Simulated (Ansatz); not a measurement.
## (KBr)3(NaI)1 [001] superlattice, started as rocksalt type: relaxing the cell for a phonon run

Aim: bring (KBr)3(NaI)1 [001] superlattice, started as rocksalt type to small forces and stress, as phonons need.

Method: DFT PBEsol, scalar-relativistic, plane waves, PAW, in Ansatz 0.2.0.

The structure was built from a prototype and need not be the compound's stable phase.

### Step 1. The structure

The structure is tetragonal, space group P4/mmm (No. 123). Conventional cell: a = 4.644 Å, b = 4.644 Å, c = 13.135 Å, α = 90.00°, β = 90.00°, γ = 90.00°. Nearest to Br lie 1 Na at 3.28 Å and 5 K at 3.28 Å. Nearest to Br lie 6 K at 3.28 Å. I has 2 K at 3.28 Å and 4 Na at 3.28 Å nearest. Nearest to K lie 1 I at 3.28 Å and 5 Br at 3.28 Å. Nearest to K lie 6 Br at 3.28 Å. Nearest to Na lie 2 Br at 3.28 Å and 4 I at 3.28 Å. Farther neighbours and most contacts between anions are not listed.

### Step 2. Probe on a coarse mesh

First a cheap look: the gap decides the mesh and the occupations, the pressure tells how far the cell has to move.

Contents of input.yaml:

```yaml
crystal:
  lattice:
    - [3.28375, 3.28375, 0.0]
    - [-3.28375, 3.28375, 0.0]
    - [0.0, 0.0, 13.135]
  atoms:
    - { symbol: Br, position: [0.5, 0.5, 0.0] }
    - { symbol: Br, position: [1.0, 0.0, 0.25] }
    - { symbol: Br, position: [0.5, 0.5, 0.5] }
    - { symbol: I, position: [1.0, 0.0, 0.75] }
    - { symbol: K, position: [0.0, 0.0, 0.0] }
    - { symbol: K, position: [0.5, 0.5, 0.25] }
    - { symbol: K, position: [0.0, 0.0, 0.5] }
    - { symbol: Na, position: [0.5, 0.5, 0.75] }
kpoints:
  mp_grid: { grid: [4, 4, 2] }
hamiltonian:
  xc: pbesol
scf:
  occupations: { method: gaussian, width: 0.1 }
output:
  forces: true
  stress: true
  eigenvalues: true
```

The run is started by

```console
$ ansatz run input.yaml --threads 8 --pin off --max-ram 14336MiB --backend cpu --events-out ev --progress --plain --runs-dir out
```

Numbers of over 12 decimals in the logs are rounded to 6 here.

The log of the run:

```text
Engine: ansatz 0.2.0, aarch64-unknown-linux-gnu
Pseudopotentials: kind: paw
Pseudopotential: Br, paw, valence charge 7, recommended cutoff 420 eV (normal), Br.paw.azcp
Pseudopotential: I, paw, valence charge 17, recommended cutoff 420 eV (normal), I.paw.azcp
Pseudopotential: K, paw, valence charge 9, recommended cutoff 420 eV (normal), K.paw.azcp
[...]
k-point 0: bands = [... 33 lower, 1.2247, 1.4646, 1.4646, 1.4671, 5.4167, 6.7189, 7.1154, 7.2466, ... 3 higher]
  k-point 1: bands = [... 33 lower, 1.3161, 1.3161, 1.4369, 1.4369, 5.7283, 6.2152, 7.2657, 7.3328, ... 3 higher]
  k-point 2: bands = [... 33 lower, 1.1308, 1.1542, 1.3442, 1.4205, 6.3945, 7.2536, 7.4546, 7.8598, ... 3 higher]
  k-point 11: bands = [... 33 lower, 0.9311, 0.9694, 0.9694, 1.0953, 6.5961, 7.5522, 7.5522, 7.5553, ... 3 higher]
[key lines of the parts left out:]
SCF converged after 6 iterations
Free energy (F): -21678.509167 eV
Fermi energy:    3.442608 eV
P = ⅓ Tr σ = -0.2152 GPa (-2.152 kbar)
```

Elapsed: 1.2 s, on 8 threads of Arm Neoverse V2, shared host; peak memory 0.92 GiB.

A gap read on the k-mesh alone can miss the band edges.

Numbers from this step:

```yaml
pressure: -0.2152 GPa
gap_on_the_k_mesh: 3.950 eV
volume_per_atom: 35.41 Å³
direct_gap_on_mesh: 3.950 eV
```

The coarse mesh shows a gap of 3.95 eV and a pressure of -0.2 GPa.

### Step 3. Relaxation

Harmonic phonons are second derivatives at a point where the forces vanish, and they are wanted at zero stress, so atoms and cell are relaxed first.

Edit input.yaml of step 2 so:

```diff
@@ -19,3 +19,3 @@
 scf:
-  occupations: { method: gaussian, width: 0.1 }
+  occupations: { method: gaussian, width: 0.02 }
 output:
@@ -24 +24,10 @@
   eigenvalues: true
+  write_density: true
+  write_potential: true
+  elf: true
+  volumetric_format: npy
+relax:
+  adjacent_minimum: "off"
+  f_tol: 0.005
+  max_steps: 80
+  cell: { stress_tol: 0.05 }
```

The log of the run:

```text
[...]
Crystal: 8 atoms, lattice volume = 283.270 Å³
Basis set: ecut = 420 eV, 5547 PW (Γ), exchange–correlation on 64×64×180 points (8 copies of the dense FFT grid, shifted against one another)
Bands: 45, of which v1, the nominal top of the filled ones, is band 37 counted from 1 (36 counted from 0)
Symmetry: 16 space group operations
[...]
k-points: 12 of 32
[...]
SCF iter   1: F=—  HF=-21678.517328 eV  |F-HF|=—  |Δ(HF+E_count)|=         —  Δρ=2.04e-3  dr2=1.61e-2  ethr=1.77e-3  ⟨swp⟩=12.1  Hψ=2870  notcnv=0  defer=1
[...]
SCF iter   6: F=-21678.509167 eV  HF=-21678.509167 eV  |F-HF|=6.79e-8  |Δ(HF+E_count)|=   1.44e-6  Δρ=4.50e-6  dr2=7.76e-8  ethr=1.35e-10  ⟨swp⟩=16.8  Hψ=5011  notcnv=0
SCF 1 converged in 6 iterations: F = -21678.509167 eV  dr2 = 7.76e-8
[...]
relax step   1: F+E_penalty+E_count = -21678.50916736 eV  Δ(F+E_penalty+E_count) = +0.000e0 eV  max|allowed force component| = 2.490e-1 eV/Å  Δτ_max = 0.0000 Å  P = -0.215 GPa  Ω = 283.270 Å³  (6 SCF iters, dr2 threshold 1.00e-7 eV, accepted)
Crystal: 8 atoms, lattice volume = 281.104 Å³
Basis set: ecut = 420 eV, 5467 PW (Γ), exchange–correlation on 64×64×180 points (8 copies of the dense FFT grid, shifted against one another)
[...]
iter 1 solved again at ethr=8.05e-5 eV; its pass at ethr=3.10e-3 eV (dr2=5.96e-2 eV) is discarded
[...]
SCF iter   5: F=-21678.543180 eV  HF=-21678.543180 eV  |F-HF|=2.70e-7  |Δ(HF+E_count)|=   2.66e-6  Δρ=1.33e-5  dr2=6.82e-7  ethr=1.08e-9  ⟨swp⟩=14.8  Hψ=5345  notcnv=0
SCF 2 converged in 5 iterations: F = -21678.543180 eV  dr2 = 6.82e-7
relax step   2: F+E_penalty+E_count = -21678.54318004 eV  Δ(F+E_penalty+E_count) = -3.401e-2 eV  max|allowed force component| = 3.933e-2 eV/Å  Δτ_max = 0.0741 Å  P = -0.165 GPa  Ω = 281.104 Å³  energy of the carried Pulay correction = +1.239e-4 eV  (5 SCF iters, dr2 threshold 8.00e-7 eV, accepted)
Crystal: 8 atoms, lattice volume = 279.009 Å³
[...]
SCF iter   5: F=-21678.546145 eV  HF=-21678.546145 eV  |F-HF|=4.43e-8  |Δ(HF+E_count)|=   2.19e-7  Δρ=2.72e-6  dr2=2.66e-8  ethr=1.63e-10  ⟨swp⟩=12.3  Hψ=4279  notcnv=0
SCF 3 converged in 5 iterations: F = -21678.546145 eV  dr2 = 2.66e-8
relax step   3: F+E_penalty+E_count = -21678.54614524 eV  Δ(F+E_penalty+E_count) = -2.965e-3 eV  max|allowed force component| = 1.465e-2 eV/Å  Δτ_max = 0.0189 Å  P = -0.060 GPa  Ω = 279.009 Å³  energy of the carried Pulay correction = +2.446e-4 eV  (5 SCF iters, dr2 threshold 1.21e-7 eV, accepted)
[...]
relax step   4: F+E_penalty+E_count = -21678.54671203 eV  Δ(F+E_penalty+E_count) = -5.668e-4 eV  max|allowed force component| = 8.526e-4 eV/Å  Δτ_max = 0.0119 Å  P = -0.002 GPa  Ω = 277.930 Å³  energy of the carried Pulay correction = +3.072e-4 eV  (6 SCF iters, dr2 threshold 1.40e-8 eV, accepted)
[...]
SCF iter   1: F=—  HF=-21678.546217 eV  |F-HF|=—  |Δ(HF+E_count)|=         —  Δρ=4.05e-5  dr2=1.43e-7  ethr=3.85e-7  ⟨swp⟩=4.0  Hψ=4361  notcnv=0
eigensolver tolerance schedule: the retry pair's looser diagonalisation over-reported the residual by 1987.19 of it (diagonalisation noise at 0.33 of the residual, at the tolerance the schedule requests for it); recorded, not acted on — ethr = c·dr2/N_el stays at c = 1.0e-1
[...]
SCF iter   2: F=—  HF=-21678.546402 eV  |F-HF|=—  |Δ(HF+E_count)|=   1.85e-4  Δρ=2.04e-5  dr2=3.74e-8  ethr=1.94e-10  ⟨swp⟩=3.2  Hψ=1346  notcnv=0
[...]
SCF iter   5: F=-21678.546428 eV  HF=-21678.546428 eV  |F-HF|=2.55e-11  |Δ(HF+E_count)|=   6.42e-9  Δρ=1.78e-7  dr2=7.39e-11  ethr=1.00e-12  ⟨swp⟩=8.2  Hψ=3358  notcnv=0
SCF 5 converged in 5 iterations: F = -21678.546428 eV  dr2 = 7.39e-11
relax step   5: F+E_penalty+E_count = -21678.54642758 eV  Δ(F+E_penalty+E_count) = +2.844e-4 eV  max|allowed force component| = 8.521e-4 eV/Å  Δτ_max = 0.0000 Å  P = -0.001 GPa  Ω = 277.930 Å³  stress off target by 1.41e-2 GPa  SCF on the basis re-selected at this cell (its energy is not comparable with the rows above)  (5 SCF iters)
basis re-selected at this cell: Δ(F+E_penalty+E_count) = +2.844e-4 eV, ΔP = +0.000 GPa vs the last step (what re-selecting the basis moved, of the pressure what is left beyond the Pulay correction that the steps carried, after the strain that the cell walked since its last selection, with what the two solves' SCF thresholds leave and, on support functions, any second-order correction that the steps lacked; it is no m [...]
SCF converged after 5 iterations
Free energy (F): -21678.546428 eV
[...]
Internal energy: -21678.546428 eV  (E = F + TS)
E sigma→0 (E₀):  -21678.546428 eV
Fermi energy:    3.749003 eV
[...]
--- Forces (eV/Å), atoms counted from 1 ---
  atom   1  Br     0.00000000     0.00000000    -0.00035587
  atom   2  Br     0.00000000     0.00000000     0.00000000
  atom   3  Br     0.00000000     0.00000000     0.00035587
  atom   4  I      0.00000000     0.00000000     0.00000000
  atom   5  K      0.00000000     0.00000000    -0.00085209
  atom   6  K      0.00000000    -0.00000000     0.00000000
  atom   7  K      0.00000000     0.00000000     0.00085209
  atom   8  Na    -0.00000000     0.00000000     0.00000000
  max |Σ_I F_I| component: 8.28e-29 eV/Å
--- Stress (GPa, compression-positive) ---
        0.005003      -0.000000       0.000000
       -0.000000       0.005003       0.000000
        0.000000       0.000000      -0.014062
  P = ⅓ Tr σ = -0.0014 GPa (-0.014 kbar)
--- Band table (eV; the first three rows and the last of 12) ---
  k-point 0: bands = [... 33 lower, 1.3620, 1.6758, 1.8076, 1.8076, 5.6671, 6.9608, 7.1696, 7.4587, ... 4 higher]
  k-point 1: bands = [... 33 lower, 1.3947, 1.4672, 1.8020, 1.8020, 6.1337, 6.2550, 7.2378, 7.5581, ... 4 higher]
  k-point 2: bands = [... 33 lower, 1.2598, 1.3640, 1.6189, 1.8081, 6.6777, 7.4465, 7.6727, 7.9154, ... 4 higher]
  k-point 11: bands = [... 33 lower, 1.0298, 1.1550, 1.1550, 1.4714, 7.0367, 7.4759, 7.4759, 7.8458, ... 4 higher]
--- Relaxed structure (4 steps of the walk, 4 accepted, 1 SCFs on fresh bases) ---
  F+E_penalty+E_count = -21678.54642758 eV   max|allowed force component| = 8.521e-4 eV/Å   (the final SCF, on the basis selected at the relaxed cell)
  cell:  # Å, volume = 277.9296 Å³
    - [3.250621, 3.250621, 0.0]
    - [-3.250621, 3.250621, 0.0]
    - [0.0, 0.0, 13.151402]
  atoms:
    - { symbol: Br, position: [0.5, 0.5, -0.00598457] }
    - { symbol: Br, position: [1.0, 0.0, 0.250000] }
    - { symbol: Br, position: [0.5, 0.5, 0.505985] }
    - { symbol: I, position: [1.0, 0.0, 0.750000] }
    - { symbol: K, position: [0, 0, 0.00489776] }
    - { symbol: K, position: [0.5, 0.5, 0.250000] }
    - { symbol: K, position: [0, 0, 0.495102] }
    - { symbol: Na, position: [0.5, 0.5, 0.750000] }
```

The job ended after 6.6 s (8 threads; peak memory 0.94 GiB; 47 s of CPU time).

The steps of the relaxation:

| step | energy less that of the first step (eV) | largest force component (eV/Å) | pressure (GPa) | volume (Å³) |
| --- | --- | --- | --- | --- |
| 1 | 0.0000 | 0.2490 | -0.22 | 283.27 |
| 2 | -0.0340 | 0.0393 | -0.17 | 281.10 |
| 3 | -0.0370 | 0.0146 | -0.06 | 279.01 |
| 4 | -0.0375 | 0.0009 | 0.00 | 277.93 |
| 5* | -0.0373 | 0.0009 | 0.00 | 277.93 |

Relaxation steps marked * repeat the geometry before them on a plane-wave basis chosen anew for their cell, so energy and pressure can jump there.

Forces are held to the 16 operations that the run works with; a distortion that breaks them can't arise in this run.

| conventional cell, symmetrised | before | after | change |
| --- | --- | --- | --- |
| a (Å) | 4.644 | 4.597 | -1.0 % |
| b (Å) | 4.644 | 4.597 | -1.0 % |
| c (Å) | 13.135 | 13.151 | +0.1 % |
| volume (Å³/atom) | 35.41 | 34.74 | -1.9 % |

The atoms that moved most (Å, as changes of fractional coordinates times the final cell):

| atom | dx | dy | dz | length |
| --- | --- | --- | --- | --- |
| Br1 | 0.000 | 0.000 | -0.079 | 0.079 |
| Br3 | 0.000 | 0.000 | 0.079 | 0.079 |
| K7 | 0.000 | 0.000 | -0.064 | 0.064 |
| K5 | 0.000 | 0.000 | 0.064 | 0.064 |

This step gave:

- pressure: -0.001352 GPa
- gap on the k-mesh: 3.836 eV
- volume per atom: 34.74 Å³
- direct gap on mesh: 3.859 eV

Electrostatic potential energy in the ac plane at fractional y = 0.000, with atoms of Br and I and K within 0.2 Å of it. With pseudopotentials it is smooth inside the atoms' cores, unlike the true potential.

Values in eV, 24 rows by 14 columns, each cell a mean:
```
-38 -30 -13   1   5   6   7   7   7   6   4  -3 -20 -34
 -6  -3   2   5   6   7   8   8   7   7   6   4   0  -4
  5   5   6   7   7   8   8   8   8   8   7   6   6   5
  0   2   5   7   7   8   8   8   8   8   7   6   4   1
-11 -13  -9   1   6   7   8   8   8   7   5  -3 -12 -13
  7   1 -14  -6   4   7   8   8   7   6   2 -12  -9   5
  2  -5 -14  -4   4   7   8   8   7   6   3 -10 -12  -1
-11  -9  -3   4   7   8   8   8   8   7   6   2  -6 -11
  4   5   6   7   7   8   8   8   8   8   7   7   5   5
  3   4   5   6   7   7   8   8   8   7   7   6   5   4
-17 -11  -2   3   6   7   7   8   7   6   5   2  -5 -14
-44 -38 -19  -1   4   6   7   7   7   6   3  -6 -27 -42
-43 -35 -17   0   4   6   7   7   7   6   3  -5 -25 -40
-13  -8  -1   4   6   7   7   7   7   6   5   2  -3 -10
  4   5   5   6   7   7   7   7   7   7   7   6   5   4
  4   5   6   7   7   7   7   7   7   7   7   7   5   4
-30 -21  -4   5   7   7   7   7   7   7   6   3 -10 -26
-46 -46 -29   0   6   7   7   7   7   7   5  -8 -40 -46
-46 -43 -22   2   6   7   7   7   7   7   5  -4 -33 -45
-13  -6   2   6   7   7   7   7   7   7   7   5  -1  -9
  5   6   6   7   7   7   7   7   7   7   7   7   6   5
  1   2   4   6   6   7   7   7   7   7   6   5   3   2
-26 -18  -6   2   5   6   7   7   7   6   4   0 -11 -22
-46 -40 -21  -1   4   6   7   7   7   6   3  -7 -29 -44
```
Columns run along a (4.6 Å; values clipped at the 3rd and 97th percentile), rows up along c (13.2 Å). Atoms in or near the plane, at fractional coordinates: Br at (0.00, 0.25), I at (0.00, 0.75), K at (0.00, 0.00), K at (0.00, 0.50).

ELF in the ac plane at fractional y = 0.000, with atoms of Br and I and K within 0.2 Å of it. It is the smooth field of the valence electrons, not physical close to the nuclei.

Ten even steps from '0' (0.01) to '9' (0.87), each cell a mean:
```
99950000001799
65300000000146
21110000000111
88874100025788
66787410268876
33688510278752
34688510278763
77887300158887
66642000013566
11000000000011
98620000000478
89961000002899
89961000002899
87510000000368
11000000000001
77653000014677
89987300147999
03998400168971
25998400168984
99986200037899
44321000002344
32100000000012
99830000001589
79961000002898
```
Columns run along a (4.6 Å), rows up along c (13.2 Å). Atoms in or near the plane, at fractional coordinates: Br at (0.00, 0.25), I at (0.00, 0.75), K at (0.00, 0.00), K at (0.00, 0.50).

Valence density in the ac plane at fractional y = 0.000, with atoms of Br and I and K within 0.2 Å of it. It is the smooth field of the valence electrons, not physical close to the nuclei.

Ten steps, logarithmic in the rise over the least value, from '0' (0 e/Å³) to '9' (15 e/Å³), each cell a mean:
```
66410000000256
32100000000023
10000000000001
22110000000112
65321000001245
98531000012479
97531000012368
43311000001234
11100000000011
11000000000001
44210000000134
76520000001356
76420000001356
43200000000124
10000000000001
21100000000112
44321000001234
24431000002343
34421000001344
33210000001233
11000000000011
11000000000011
55310000000245
76520000001367
```
Columns run along a (4.6 Å), rows up along c (13.2 Å). Atoms in or near the plane, at fractional coordinates: Br at (0.00, 0.25), I at (0.00, 0.75), K at (0.00, 0.00), K at (0.00, 0.50).

In this step the volume went from 35.41 to 34.74 Å³/atom.

### Step 4. Relaxing to small forces for the phonons

Phonons need a cell at rest on their own settings, so the relaxation is repeated with tight tolerances on forces and stress, using the mesh and the filling of the phonon run that follows.

Contents of input.yaml:

```yaml
crystal:
  lattice:
    - [3.25062121, 3.25062121, 0.0]
    - [-3.25062121, 3.25062121, 0.0]
    - [0.0, 0.0, 13.1514024408]
  atoms:
    - { symbol: Br, position: [0.5, 0.5, -0.0059845691] }
    - { symbol: Br, position: [1.0, 0.0, 0.25] }
    - { symbol: Br, position: [0.5, 0.5, 0.5059845691] }
    - { symbol: I, position: [1.0, 0.0, 0.75] }
    - { symbol: K, position: [0.0, 0.0, 0.0048977649] }
    - { symbol: K, position: [0.5, 0.5, 0.25] }
    - { symbol: K, position: [0.0, 0.0, 0.4951022351] }
    - { symbol: Na, position: [0.5, 0.5, 0.75] }
kpoints:
  mp_grid: { grid: [4, 4, 2] }
hamiltonian:
  xc: pbesol
scf:
  occupations: { method: fixed }
output:
  forces: true
  stress: true
  eigenvalues: true
relax:
  adjacent_minimum: "off"
  f_tol: 0.001
  max_steps: 60
  cell: { stress_tol: 0.01 }
```

The log of the run:

```text
[...]
Crystal: 8 atoms, lattice volume = 277.930 Å³
Basis set: ecut = 420 eV, 5451 PW (Γ), exchange–correlation on 64×64×180 points (8 copies of the dense FFT grid, shifted against one another)
Bands: 45, of which v1, the nominal top of the filled ones, is band 37 counted from 1 (36 counted from 0)
[... 1 set-up line as in the run before ...]
[...]
k-points: 12 of 32
[...]
- [0.0, 0.0, 13.149209]
  atoms:
    - { symbol: Br, position: [0.500000, 0.500000, -0.00599476] }
    - { symbol: Br, position: [1.000000, 0.0, 0.25] }
    - { symbol: Br, position: [0.500000, 0.500000, 0.505995] }
    - { symbol: I, position: [1.000000, 0.0, 0.75] }
    - { symbol: K, position: [0, 0, 0.00487184] }
    - { symbol: K, position: [0.500000, 0.500000, 0.25] }
    - { symbol: K, position: [0, 0, 0.495128] }
    - { symbol: Na, position: [0.500000, 0.500000, 0.75] }
[key lines of the parts left out:]
SCF converged after 5 iterations
Free energy (F): -21678.546432 eV
Fermi energy:    1.830717 eV
P = ⅓ Tr σ = -0.0006 GPa (-0.006 kbar)
```

Wall time 3.8 s (8 threads); peak memory 0.93 GiB.

Little changed from the start: no atom moved by 0.005 Å and no cell edge by 0.1 %.

Numbers from this step:

```yaml
pressure: -6.11e-4 GPa
gap_on_the_k_mesh: 3.837 eV
direct_gap_on_mesh: 3.860 eV
```

The largest force component left is 0.59 meV/Å and the pressure is -0.001 GPa, within the tolerances set. The cell now holds 34.74 Å³/atom.

### Step 5. Results

```json
{
 "space group after relaxation (within 0.01 Å)": "P4/mmm",
 "lattice constant a": "4.597 Å",
 "lattice constant b": "4.597 Å",
 "lattice constant c": "13.149 Å",
 "volume per atom": "34.7 Å³",
 "gap on the k-mesh": "3.84 eV"
}
```

**Reading.** The largest force component left is 0.59 meV/Å and the pressure is -0.001 GPa, within the tolerances set. The cell now holds 34.74 Å³/atom. The relaxation keeps the symmetry of its start, so it says nothing on stability against lower symmetry. Spin-orbit coupling is left out, which can matter for the heavy elements here. The starting cell was built on a prototype and not taken from a measurement, so the phase need not exist.

[Logs are printed without paths, hosts, clocks, repeated set-up lines and the standing remarks that a program may print on its own settings, such as how far it seeks lower states.]

[Hosts, paths, dates, database ids (printed as entryN), source tags and the programs' standing remarks are cut or masked in the printed files.]
